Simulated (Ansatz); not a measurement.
## Dielectric function and optical constants of SiO2 (Quartz)

Wanted: where SiO2 (Quartz) starts to absorb, how strongly, and its refractive index.

Method: DFT, PBE, plane-wave PAW, default files, scalar-relativistic, independent-particle optical response without local fields, in Ansatz 0.2.0.

## 1. The starting structure

The structure is trigonal, space group P3_121 (No. 152). The conventional cell has a = 4.916 Å, b = 4.916 Å, c = 5.409 Å, α = 90.00°, β = 90.00°, γ = 120.00°. Nearest to Si lie 4 O at 1.61 Å. Nearest to O lie 2 Si at 1.61 Å. Farther neighbours, and contacts between anions beyond the nearest, are not listed.

## 2. Ground state and bands

First the ground state: is it a metal or has it a gap?

This step: DFT, PBE, plane-wave PAW, default files, scalar-relativistic, ground state (Ansatz 0.2.0).

File input.yaml:

```yaml
crystal:
  lattice:
    - [4.9158, 0.0, 0.0]
    - [-2.4579, 4.2572076799, 0.0]
    - [0.0, 0.0, 5.4091]
  atoms:
    - { symbol: Si, position: [0.4697, 0.4697, 0.0] }
    - { symbol: Si, position: [0.0, 0.5303, 0.6666666667] }
    - { symbol: Si, position: [0.5303, 0.0, 0.3333333333] }
    - { symbol: O, position: [0.8538, 0.268, 0.4523333333] }
    - { symbol: O, position: [0.732, 0.5858, 0.7856666667] }
    - { symbol: O, position: [0.4142, 0.1462, 0.119] }
    - { symbol: O, position: [0.268, 0.8538, 0.5476666667] }
    - { symbol: O, position: [0.5858, 0.732, 0.2143333333] }
    - { symbol: O, position: [0.1462, 0.4142, 0.881] }
kpoints:
  mp_grid: { grid: [5, 5, 4] }
  band_path:
    path:
      - [[0.0, 0.0, 0.0], [0.5, 0.0, 0.0], [0.33333333, 0.33333333, 0.0], [0.0, 0.0, 0.0], [0.0, 0.0, 0.5], [0.5, 0.0, 0.5], [0.33333333, 0.33333333, 0.5], [0.0, 0.0, 0.5]]
      - [[0.5, 0.0, 0.5], [0.5, 0.0, 0.0]]
      - [[0.33333333, 0.33333333, 0.0], [0.33333333, 0.33333333, 0.5]]
    npoints: 6
scf:
  occupations: { method: fermi_dirac, width: 0.05 }
  n_extra_bands: 13
hamiltonian:
  xc: pbe
  pseudopotentials: { kind: paw }
output:
  forces: true
  stress: true
  populations: true
  write_bands: true
```

Command:

```sh
> ansatz run input.yaml --threads 4 --pin off --max-ram 8192MiB --backend cpu --events-out ev --progress --plain --runs-dir out
```

The log of the run:

```text
scf.n_extra_bands = 13 over 24 filled bands (N_el = 48.0): the run solves 37 bands
Engine: ansatz 0.2.0, aarch64-unknown-linux-gnu
Pseudopotentials: kind: paw
Pseudopotential: Si, paw, valence charge 4, recommended cutoff 420 eV (normal), Si.paw.azcp
Pseudopotential: O, paw, valence charge 6, recommended cutoff 420 eV (normal), O.paw.azcp
Functional definition: PBE
  parameter kappa = 0.804
  parameter beta = 0.066725
  exchange = pbe_x(kappa = kappa, mu = beta*pi^2/3)
  correlation = pbe_c(beta = beta)
Crystal: 9 atoms, lattice volume = 113.199 Å³
Basis set: ecut = 420 eV, 2209 PW (Γ), exchange–correlation on 72×72×80 points (8 copies of the dense FFT grid, shifted against one another)
Bands: 37, of which v1, the nominal top of the filled ones, is band 24 counted from 1 (23 counted from 0)
Symmetry: 6 space group operations
Space group: P3121 (ITA 152), of the structure as read, at distance tolerance 4.8e-5 Å
k-points: 17 of 100 (time reversal used)
Non-local potential: Si, projectors of the file, l = 0: 2, l = 1: 2, l = 2: 2
Non-local potential: O, projectors of the file, l = 0: 2, l = 1: 2, l = 2: 1
PAW form: soft (Blöchl's): semilocal exchange-correlation on the pseudo side does not see the compensation charge
PAW one-centre angular grid: Si, 110 points (default); XC on 64 Gauss nodes
PAW one-centre angular grid: O, 110 points (default); XC on 64 Gauss nodes
Initial density: superposition of atomic densities (neutral atoms: chi_scale 0, normalization atom), corrected by the library's trained network
Initial wavefunctions: pseudopotential atomic-orbital guess
Functional: x = pbe(κ = 0.804, μ = 0.219515), c = pbe(β = 0.066725)
SCF iter   1: F=—  HF=-5322.117085 eV  |F-HF|=—  |Δ(HF+E_count)|=         —  Δρ=1.31e-3  dr2=1.01e-3  ethr=1.77e-3  ⟨swp⟩=6.2  Hψ=3269  notcnv=0  defer=32
preconditioner: auto → Resta (q_TF=auto, 2.365 Å⁻¹)  ε∞=2.8  [insulator: Δε(μ)=6.003 eV  Ē_g=17.859 eV  σ=0.050 eV  W_gap=1.00  n_scr=22 (ndim 8)  ℏωp=24.2 eV  f_vac=0.113  D(μ)=0.00/eV (n_scr^D=0)  ε∞_Penn≈2.8]
SCF iter   2: F=—  HF=-5322.119662 eV  |F-HF|=—  |Δ(HF+E_count)|=   2.58e-3  Δρ=5.84e-4  dr2=1.22e-4  ethr=2.10e-6  ⟨swp⟩=2.9  Hψ=1384  notcnv=0  defer=71
SCF iter   3: F=—  HF=-5322.120124 eV  |F-HF|=—  |Δ(HF+E_count)|=   4.62e-4  Δρ=2.25e-4  dr2=2.64e-5  ethr=2.55e-7  ⟨swp⟩=2.0  Hψ=781  notcnv=0  defer=71
SCF iter   4: F=—  HF=-5322.120196 eV  |F-HF|=—  |Δ(HF+E_count)|=   7.21e-5  Δρ=4.05e-5  dr2=1.16e-6  ethr=5.49e-8  ⟨swp⟩=2.0  Hψ=931  notcnv=0  defer=71
SCF iter   5: F=—  HF=-5322.120199 eV  |F-HF|=—  |Δ(HF+E_count)|=   2.09e-6  Δρ=1.25e-5  dr2=1.91e-7  ethr=2.42e-9  ⟨swp⟩=2.9  Hψ=1045  notcnv=0  defer=71
SCF iter   6: F=-5322.120199 eV  HF=-5322.120199 eV  |F-HF|=1.20e-8  |Δ(HF+E_count)|=   4.77e-7  Δρ=2.00e-6  dr2=4.44e-9  ethr=2.08e-10  ⟨swp⟩=11.6  Hψ=3468  notcnv=0
SCF 1 converged in 6 iterations: F = -5322.120199 eV  dr2 = 4.44e-9
  greatest PAW one-centre occupation: 0.863 electrons in one spin orbital (limit 2), on the O atom at site 8 (counted from 0), in its partial waves of l = 0
NSCF: frozen V_eff on 57 k-points
SCF converged after 6 iterations
Free energy (F): -5322.120199 eV
Harris-Foulkes:  -5322.120199 eV  (|F-HF|=1.20e-8)
Internal energy: -5322.120199 eV  (E = F + TS)
E sigma→0 (E₀):  -5322.120199 eV
Fermi energy:    5.603911 eV
--- Per-component energies (eV) ---
  E_band       = -205.711876
  E_kinetic    = 1211.146970
  E_local      = -2960.023959  (includes V_loc(G=0)·N_el)
  E_nonlocal   = 361.565981
  E_hartree    = 1062.313895
  E_xc         = -613.779762
  E_vxc        = -712.559797  (∫ρ·V_xc dr)
  E_paw        = -2494.384080  (= ΣΔE_a)
  E_vpaw       = -230.485469  (= ΣTr[D̂ρ^β])
  E_aug_tail   = 0.015659  (compensation charges beyond the density's cutoff)
  E_ewald      = -1888.974903
  E_smearing   = -0.000000  (= −TS)
  E_closure    = 0.000000  (closes the sum)
  Σ components = -5322.120199   (vs F -5322.120199, Δ=0.00e0)
--- Forces (eV/Å), atoms counted from 1 ---
  atom   1  Si     0.01052415     0.01822837     0.00000000
  atom   2  Si     0.01052415    -0.01822837     0.00000000
  atom   3  Si    -0.02104830     0.00000000     0.00000000
  atom   4  O      0.34498692    -0.01987641    -0.17692886
  atom   5  O     -0.15527999     0.30870564    -0.17692886
  atom   6  O     -0.18970693    -0.28882923    -0.17692886
  atom   7  O     -0.18970693     0.28882923     0.17692886
  atom   8  O      0.34498692     0.01987641     0.17692886
  atom   9  O     -0.15527999    -0.30870564     0.17692886
  max |Σ_I F_I| component: 1.11e-16 eV/Å
--- Stress (GPa, compression-positive) ---
        7.101481      -0.000000       0.000000
       -0.000000       7.101481       0.000000
        0.000000       0.000000       7.169576
  P = ⅓ Tr σ = 7.1242 GPa (71.242 kbar)
--- Band table (eV; the first three rows and the last of 17) ---
  k-point 0: bands = [... 20 lower, 1.5355, 1.8491, 2.2214, 2.2214, 8.5304, 11.8538, 11.8538, 12.3091, ... 9 higher]
  k-point 1: bands = [... 20 lower, 1.4657, 2.0012, 2.3106, 2.4404, 9.1286, 11.6806, 11.7919, 11.8117, ... 9 higher]
  k-point 2: bands = [... 20 lower, 1.3346, 2.3207, 2.3207, 2.4441, 10.4816, 10.4816, 11.5997, 12.2849, ... 9 higher]
  k-point 16: bands = [... 20 lower, 1.6618, 1.7206, 1.9073, 2.1523, 11.4992, 12.1558, 12.3471, 12.4387, ... 9 higher]
--- Löwdin populations: 9 sites ---
  site symbol       q [e]
     0     Si      2.1993
     1     Si      2.1993
     2     Si      2.1993
     3      O      6.7922
     4      O      6.7922
     5      O      6.7922
     6      O      6.7922
     7      O      6.7922
     8      O      6.7922
  spilling = 0.013521 (of n_electrons = 48.000000)
```

The job ended after 5.8 s (4 threads of Arm Neoverse V1, shared host; peak memory 0.45 GiB).

Reading the cycles: dr2 is the Hartree energy of the density residual (eV), the measure of convergence; HF is the Harris–Foulkes estimate of the energy, which meets the free energy F at convergence.

Read from the output:

```
free energy                  : -5322.1202 eV
Fermi energy                 : 5.604 eV
gap by band count            : 6.006 eV
electrons                    : 48
symmetry operations          : 6
pressure                     : 7.124 GPa
gap on the k-mesh            : 6.006 eV
volume                       : 113.2 Å³
gap on the path              : 5.995 eV
least direct gap on the path : 6.297 eV
```

There is a gap, 6.00 eV on the path, so no carriers' term is needed. The cell is left with a pressure of 7.1 GPa and forces up to 0.39 eV/Å, as it stands unrelaxed at this level.

Electronic bands along the path, in eV, zero at the Fermi level; v1 is the highest filled band, c1 the lowest empty one:

| point | v4 | v3 | v2 | v1 | c1 | c2 | c3 | c4 |
| --- | --- | --- | --- | --- | --- | --- | --- | --- |
| Γ | -4.07 | -3.75 | -3.38 | -3.38 | 2.93 | 6.25 | 6.25 | 6.71 |
| halfway | -4.07 | -3.90 | -3.31 | -3.22 | 3.81 | 6.25 | 6.32 | 6.82 |
| M | -4.10 | -3.85 | -3.34 | -3.10 | 5.19 | 5.93 | 6.65 | 6.67 |
| halfway | -4.16 | -3.70 | -3.38 | -3.08 | 5.39 | 5.99 | 6.54 | 6.88 |
| K | -4.30 | -3.50 | -3.50 | -3.07 | 5.86 | 5.86 | 6.35 | 7.32 |
| halfway | -3.98 | -3.94 | -3.32 | -3.18 | 4.06 | 6.26 | 6.41 | 6.86 |
| Γ | -4.07 | -3.75 | -3.38 | -3.38 | 2.93 | 6.25 | 6.25 | 6.71 |
| halfway | -4.14 | -3.60 | -3.29 | -3.16 | 3.52 | 6.08 | 6.19 | 6.21 |
| A | -4.27 | -3.28 | -3.28 | -3.16 | 4.88 | 4.88 | 6.00 | 6.68 |
| halfway | -4.15 | -3.52 | -3.49 | -3.22 | 5.27 | 5.41 | 6.32 | 6.66 |
| L | -3.95 | -3.91 | -3.67 | -3.26 | 5.85 | 6.33 | 6.62 | 6.77 |
| halfway | -3.93 | -3.90 | -3.69 | -3.40 | 5.88 | 6.49 | 6.71 | 6.81 |
| H | -4.01 | -3.83 | -3.65 | -3.65 | 5.94 | 6.74 | 6.74 | 7.03 |
| halfway | -4.13 | -3.61 | -3.46 | -3.29 | 5.39 | 5.57 | 6.38 | 6.84 |
| A | -4.27 | -3.28 | -3.28 | -3.16 | 4.88 | 4.88 | 6.00 | 6.68 |
| jump to L | -3.95 | -3.91 | -3.67 | -3.26 | 5.85 | 6.33 | 6.62 | 6.77 |
| halfway | -4.03 | -3.79 | -3.51 | -3.19 | 5.48 | 6.02 | 6.51 | 6.99 |
| M | -4.10 | -3.85 | -3.34 | -3.10 | 5.19 | 5.93 | 6.65 | 6.67 |
| jump to K | -4.30 | -3.50 | -3.50 | -3.07 | 5.86 | 5.86 | 6.35 | 7.32 |
| halfway | -4.08 | -3.62 | -3.58 | -3.27 | 5.87 | 6.18 | 6.54 | 7.16 |
| H | -4.01 | -3.83 | -3.65 | -3.65 | 5.94 | 6.74 | 6.74 | 7.03 |

## 3. Spectrum

With the density converged, the vertical transitions are summed over the zone.

This step: DFT, PBE, plane-wave PAW, default files, scalar-relativistic, independent-particle optical response without local fields (Ansatz 0.2.0).

input.yaml, the sections that differ from step 2:

```yaml
kpoints:
  mp_grid: { grid: [5, 5, 4] }
scf:
  occupations: { method: fixed }
output:
  optics:
    e_range: [0, 14]
    de: 0.05
    sigma: 0.15
    nscf_kmesh: { grid: [6, 6, 4] }
    bands: { spectra_wanted_up_to: 14 }
# crystal, hamiltonian: as in step 2
```

The log of the run:

```text
[...]
Crystal: 9 atoms, lattice volume = 113.199 Å³
Basis set: ecut = 420 eV, 2209 PW (Γ)
Bands: 33, of which v1, the nominal top of the filled ones, is band 24 counted from 1 (23 counted from 0)
Symmetry: 6 space group operations
[...]
k-points: 17 of 100 (time reversal used)
[...]
SCF iter   1: F=—  HF=-5322.118147 eV  |F-HF|=—  |Δ(HF+E_count)|=         —  Δρ=1.32e-3  dr2=1.03e-3  ethr=1.77e-3  ⟨swp⟩=4.9  Hψ=2562  notcnv=0  defer=105
[...]
SCF iter   8: F=-5322.120399 eV  HF=-5322.120399 eV  |F-HF|=3.64e-12  |Δ(HF+E_count)|=  2.22e-10  Δρ=4.80e-8  dr2=2.51e-12  ethr=1.00e-12  ⟨swp⟩=12.6  Hψ=2659  notcnv=0
SCF 1 converged in 8 iterations: F = -5322.120399 eV  dr2 = 2.51e-12
[...]
NSCF: frozen V_eff on 24 k-points
output.optics: what the bands over the 57 summed would add to eps1, eps2 and the energy-loss function is held between a lower and an upper bound (7 Lanczos steps). eps1, eps2 and their loss function (loss_summed_bands) are given on every row as the summed bands alone make them. Along an axis, on a row where the two bounds hold the loss function to about 1 % of the greater of itself and 0.5 % of |1/eps|, its cell (loss_completed) is given, with the completed eps1 and eps2 that it is formed of (a cell that is left empty reads nan in the table and null in the record). The two bounds hold it so along every axis on all 281 rows up to 14.000 eV. [rest of the remark cut]
SCF converged after 8 iterations
Free energy (F): -5322.120399 eV
[...]
Internal energy: -5322.120399 eV  (E = F + TS)
E sigma→0 (E₀):  -5322.120399 eV
Fermi energy:    2.524000 eV
[...]
--- Band table (eV; the first three rows and the last of 17) ---
  k-point 0: bands = [... 20 lower, 1.5355, 1.8491, 2.2214, 2.2214, 8.5304, 11.8538, 11.8538, 12.3090, ... 5 higher]
  k-point 1: bands = [... 20 lower, 1.4657, 2.0012, 2.3105, 2.4404, 9.1286, 11.6806, 11.7918, 11.8116, ... 5 higher]
  k-point 2: bands = [... 20 lower, 1.3346, 2.3207, 2.3207, 2.4441, 10.4816, 10.4816, 11.5997, 12.2849, ... 5 higher]
  k-point 16: bands = [... 20 lower, 1.6618, 1.7206, 1.9073, 2.1523, 11.4992, 12.1557, 12.3471, 12.4386, ... 5 higher]
```

The job ended after 45 s (4 threads; peak memory 0.94 GiB; 2.9 min of CPU time).

Read-outs:

| Property | Result |
| --- | --- |
| electronic dielectric constant ε∞, mean of the axes | 2.565 |
| absorption onset, first axis (α over 10⁴ cm⁻¹, or the direct gap if that lies higher) | 7.332 eV |
| main peak of Im epsilon, first axis | 10.32 eV |
| least direct gap on the mesh | 6.309 eV |
| bands summed | 57 |
| spectra valid up to | 22.31 eV |
| program's estimate of the k-sum error in Im epsilon | 0.08 % |
| electrons in the f-sum | 25.30 |

The Im ε has structure finer than the step of the table below, so its rows give means over 0.5 eV. Peaks (eV: height): E ∥ x or y 10.30: 3.78, 12.30: 2.72; E ∥ z 9.90: 3.56, 10.90: 2.87, 11.85: 3.07, 12.90: 2.73.

Table of Im ε by photon energy; means over each step:

```csv
photon energy (eV),E ∥ x or y,E ∥ z
6.0,7.3e-5,0
6.5,0.00270,7.9e-4
7.0,0.0167,0.00720
7.5,0.190,0.198
8.0,0.585,0.614
8.5,0.869,0.912
9.0,1.34,1.58
9.5,2.43,3.32
10.0,3.23,3.31
10.5,3.54,2.39
11.0,2.92,2.67
11.5,2.36,2.27
12.0,2.53,2.78
12.5,2.58,2.38
13.0,2.27,2.55
13.5,2.28,2.00
```

The Re ε by photon energy:

```
photon energy (eV)  E ∥ x or y  E ∥ z
               0.0        2.56   2.57
               0.5        2.56   2.58
               1.0        2.57   2.58
               1.5        2.58   2.60
               2.0        2.60   2.61
               2.5        2.62   2.64
               3.0        2.65   2.67
               3.5        2.69   2.71
               4.0        2.74   2.75
               4.5        2.79   2.81
               5.0        2.86   2.88
               5.5        2.95   2.97
               6.0        3.07   3.09
               6.5        3.22   3.25
               7.0        3.46   3.49
               7.5        3.89   3.98
               8.0        4.04   4.12
               8.5        4.21   4.33
               9.0        4.59   4.96
               9.5        4.56   4.14
              10.0        4.04   2.59
              10.5        2.52   2.62
              11.0        1.73   2.17
              11.5        1.98   2.37
              12.0        2.21   1.80
              12.5        1.65   1.99
              13.0        1.50   1.48
              13.5        1.75   1.62
              14.0        1.72   1.87
```

The reflectivity at normal incidence by photon energy; read off at these points:

```
photon energy (eV)  E ∥ x or y (%)  E ∥ z (%)
             0.000            5.33       5.38
             0.250            5.33       5.38
             0.500            5.34       5.39
             0.750            5.35       5.41
             1.000            5.37       5.42
             1.250            5.39       5.45
             1.500            5.42       5.48
             1.750            5.45       5.51
             2.000            5.49       5.55
             2.250            5.54       5.60
             2.500            5.59       5.65
             2.750            5.65       5.71
             3.000            5.72       5.78
             3.250            5.79       5.86
             3.500            5.88       5.94
             3.750            5.97       6.04
             4.000            6.07       6.14
             4.250            6.19       6.26
             4.500            6.31       6.39
             4.750            6.45       6.53
             5.000            6.61       6.69
             5.250            6.78       6.87
             5.500            6.98       7.07
             5.750            7.20       7.30
             6.000            7.45       7.56
             6.250            7.75       7.86
             6.500            8.09       8.21
             6.750            8.51       8.64
             7.000            9.03       9.18
             7.250            9.71       9.94
             7.500            10.7       11.1
             7.750            11.3       11.5
             8.000            11.5       11.9
             8.250            11.9       12.3
             8.500            12.4       12.9
             8.750            13.2       13.8
             9.000            14.3       15.6
             9.250            15.9       18.8
             9.350            16.3       19.2
             9.500            16.7       18.5
             9.750            16.8       18.3
            10.000            18.0       17.8
            10.250            19.1       13.7
            10.300            19.2       12.9
            10.500            17.9       12.2
            10.750            17.1       14.0
            11.000            15.9       14.5
            11.250            13.0       12.6
            11.500            12.5       11.2
            11.750            11.8       14.6
            11.900            12.8       16.0
            12.000            13.6       14.9
            12.250            14.3       13.2
            12.350            14.4       12.2
            12.500            13.9       11.9
            12.750            13.3       13.6
            13.000            12.1       14.8
            13.250            11.2       11.8
            13.500            12.4       10.2
            13.600            12.8       10.3
            13.750            12.4       10.6
            14.000            11.3       10.6
```

Values under 1 per cm are given as 1. Absorption coefficient against photon energy:

```csv
photon energy (eV),E ∥ x or y (1/cm),E ∥ z (1/cm)
0.0,1,1
0.5,1,1
1.0,1,1
1.5,1,1
2.0,1,1
2.5,1,1
3.0,1,1
3.5,1,1
4.0,1,1
4.5,1,1
5.0,1,1
5.5,1,1
6.0,1,1
6.5,492,103
7.0,2817,1162
7.5,31432,33875
8.0,1.2e5,1.2e5
8.5,1.8e5,1.9e5
9.0,2.7e5,2.9e5
9.5,5.4e5,7.4e5
10.0,7.6e5,9.5e5
10.5,1.0e6,6.9e5
11.0,1.0e6,9.1e5
11.5,8.7e5,7.4e5
12.0,9.4e5,1.1e6
12.5,1.1e6,9.1e5
13.0,1.0e6,1.2e6
13.5,1.0e6,9.3e5
14.0,1.0e6,9.5e5
```

The loss function −Im 1/ε at q → 0 has structure finer than the step of the table below, so its rows give means over 0.5 eV. Peaks (eV: height): E ∥ x or y 11.10: 0.265, 13.80: 0.309; E ∥ z 10.25: 0.230, 11.30: 0.239, 13.25: 0.342.

The loss function −Im 1/ε at q → 0 by energy loss; means over each step:

```csv
energy loss (eV),E ∥ x or y,E ∥ z
6.0,7.4e-6,0
6.5,2.6e-4,7.2e-5
7.0,0.00136,5.7e-4
7.5,0.0122,0.0122
8.0,0.0349,0.0351
8.5,0.0468,0.0461
9.0,0.0582,0.0562
9.5,0.0918,0.115
10.0,0.124,0.187
10.5,0.183,0.197
11.0,0.244,0.215
11.5,0.248,0.210
12.0,0.229,0.239
12.5,0.270,0.256
13.0,0.300,0.290
13.5,0.283,0.306
```

At chosen wavelengths:

| wavelength (nm) | n xy | k xy | R (%) xy | 1/α xy | n z | k z | R (%) z | 1/α z |
| --- | --- | --- | --- | --- | --- | --- | --- | --- |
| 1064 | 1.60 | 0.000 | 5.4 | over 1 mm | 1.61 | 0.000 | 5.4 | over 1 mm |
| 800 | 1.61 | 0.000 | 5.4 | over 1 mm | 1.61 | 0.000 | 5.5 | over 1 mm |
| 532 | 1.62 | 0.000 | 5.6 | over 1 mm | 1.62 | 0.000 | 5.6 | over 1 mm |
| 405 | 1.63 | 0.000 | 5.7 | over 1 mm | 1.63 | 0.000 | 5.8 | over 1 mm |
| 365 | 1.64 | 0.000 | 5.8 | over 1 mm | 1.64 | 0.000 | 5.9 | over 1 mm |
| 248 | 1.69 | 0.000 | 6.6 | over 1 mm | 1.70 | 0.000 | 6.7 | over 1 mm |
| 193 | 1.79 | 0.001 | 8.0 | 27 µm | 1.80 | 0.000 | 8.1 | 188 µm |

Through 1 µm of it, D65 light comes out colourless (x = 0.313, y = 0.329; 89 % transmitted).

The first strong peak, at 10.32 eV, fits the second-highest filled and the third-lowest empty band, which run nearly parallel at that distance over 86 % of L–H; the match rests on energies alone.

The f-sum over the summed bands holds 25.3 of the cell's 48 electrons outside the frozen cores, 12 of which lie in bands more than 12 eV below the Fermi level, whose transitions come at higher energies. Up to 14 eV the strength has a mean oscillator energy of 11.1 eV, and these transitions give 53 % of ε∞ − 1 along x; the rest comes from higher ones.

[end of part 1 of 2]

[Long decimals in the printed logs are rounded to 6 places.]

[Logs are printed without paths, hosts, clocks, repeated set-up lines and the standing remarks that a program may print on its own settings, such as how far it seeks lower states.]

[Hosts, paths, dates, database ids (printed as entryN), source tags and the programs' standing remarks are cut or masked in the printed files.]

[Where the starting crystal was built by hand or by swapping elements, it need not be the compound's stable phase.]

[The count of steps not shown may lack steps that the program refused or didn't finish.]
